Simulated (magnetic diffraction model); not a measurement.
## Which magnetic order? Ho₂GePbO₆

Space group P2_1/c (no. 14), a = 5.6600 Å, b = 5.9790 Å, c = 9.9462 Å, β = 124.02°.

```csv
site,atom,x,y,z
2c,Pb,0,0,1/2
4e,Ho,0.7426,0.0606,0.7547
2b,Ge,1/2,1/2,1/2
4e,O,0.8589,0.4593,0.7487
4e,O,0.6103,0.1981,0.4367
4e,O,0.7507,0.6886,0.4481
```

The compound is invented for this exercise: a known structure type with other elements, its cell scaled to their sizes and not relaxed.

Only Ho is taken to order (form factors of Ho3+); orders and moment sizes are assumed, and not adapted to the symmetry. Radiation: neutrons of λ = 2.52 Å, 2° to 50°; isotropic B of 0.2 Å² (Pb), 0.23 Å² (Ho), 0.24 Å² (Ge) and 0.41 Å² (O). Simulated constant-wavelength pattern: nuclear and magnetic terms add, the magnetic one as |2.695 fm × Σ f S⊥ exp(2πi Q·r) exp(−B s²)|², summed over all Q at one angle with the factor 1/(sin²θ cos θ). For a modulated order the moment at position r is S exp(−2πi k·r) + c.c., with S = m/2 for a sine wave of amplitude m and S = m(u + iv)/2 for moments turning in a plane, u and v being orthogonal unit vectors in it; the phase factor of the sum at Q = H + k is then exp(2πi H·r). Free-ion form factors, Sears's scattering lengths of 1992, no absorption; a label names one of the reflections at its angle. The strongest nuclear line in the range is 100, and lines under 0.2 are left out.

Above the ordering temperature:

| 2θ (°) | index | I |
| --- | --- | --- |
| 31.16 | (1 0 0) | 0.6 |
| 31.51 | (1 0 -2) | 1.2 |
| 35.60 | (0 0 2) | 20.6 |
| 35.70 | (1 1 -1) | 52.0 |
| 39.92 | (1 1 0) | 12.6 |
| 40.20 | (1 1 -2) | 20.1 |
| 43.59 | (0 1 2) | 1.4 |
| 49.86 | (0 2 0) | 100.0 |

Below it (cell unchanged):

```tsv
2θ (°)	I
5.13	13969.0
25.87	1.2
28.86	0.3
30.00	2.3
31.16	0.6
31.51	1.2
32.31	0.3
32.77	350.2
32.89	195.4
33.79	2.1
35.60	20.6
35.70	52.0
35.81	57.8
36.52	0.6
38.88	163.6
38.99	32.1
39.17	285.0
39.92	12.6
40.20	20.1
42.07	31.0
43.59	1.4
44.37	40.8
46.55	220.3
48.31	115.8
49.86	100.0
```

**Question.** Find the propagation vector, then choose among these models:
A. moments turning in the plane of [010] and [001], 7.5 μB on Ho; signs + at (0.7426, 0.0606, 0.7547), + at (0.7426, 0.4394, 0.2547), + at (0.2574, 0.9394, 0.2453), + at (0.2574, 0.5606, 0.7453)
B. moments turning in the plane of [001] and [100], 7.5 μB on Ho; signs + at (0.7426, 0.0606, 0.7547), + at (0.7426, 0.4394, 0.2547), + at (0.2574, 0.9394, 0.2453), + at (0.2574, 0.5606, 0.7453)
C. moments turning in the plane of [100] and [010], 7.5 μB on Ho; signs + at (0.7426, 0.0606, 0.7547), + at (0.7426, 0.4394, 0.2547), + at (0.2574, 0.9394, 0.2453), + at (0.2574, 0.5606, 0.7453)
D. a sine wave with moments along [001] (amplitudes given), 7.5 μB on Ho; signs + at (0.7426, 0.0606, 0.7547), + at (0.7426, 0.4394, 0.2547), + at (0.2574, 0.9394, 0.2453), + at (0.2574, 0.5606, 0.7453)

The new lines index as (1/6 0 0) at 5.13°, (5/6 0 0) at 25.87°, (1/6 1 -1) at 28.86° and (5/6 0 -2) at 30.00°, that is as H ± k with k = (1/6 0 0). Satellites come in pairs about each point of the reciprocal lattice.

Magnetic intensity, observed (below minus above) and for each model:

| 2θ (°) | index | observed | A | B | C | D |
| --- | --- | --- | --- | --- | --- | --- |
| 5.13 | (1/6 0 0) | 13969.0 | 13969.0 | 6984.5 | 9170.8 | 6984.5 |
| 32.77 | (5/6 1 -1) | 350.2 | 350.2 | 439.9 | 285.1 | 225.4 |
| 32.89 | (1/6 0 -2) | 195.4 | 195.4 | 163.0 | 323.2 | 32.4 |
| 38.88 | (1/6 0 2) | 163.6 | 163.6 | 115.1 | 228.8 | 48.4 |
| 38.99 | (5/6 1 -2) | 32.1 | 32.1 | 43.9 | 40.5 | 13.3 |
| 39.17 | (7/6 1 -1) | 285.0 | 285.0 | 272.0 | 195.8 | 167.1 |
| 46.55 | (5/6 1 1) | 220.3 | 220.3 | 175.4 | 204.2 | 122.6 |
| 48.31 | (11/6 0 -2) | 115.8 | 115.8 | 71.6 | 72.0 | 44.2 |

Model A matches.

The structure used: k = (1/6 0 0), moments turning in the plane of [010] and [001], 7.5 μB on Ho; signs + at (0.7426, 0.0606, 0.7547), + at (0.7426, 0.4394, 0.2547), + at (0.2574, 0.9394, 0.2453), + at (0.2574, 0.5606, 0.7453).

[Logs are printed without paths, hosts, clocks, repeated set-up lines and the standing remarks that a program may print on its own settings, such as how far it seeks lower states.]
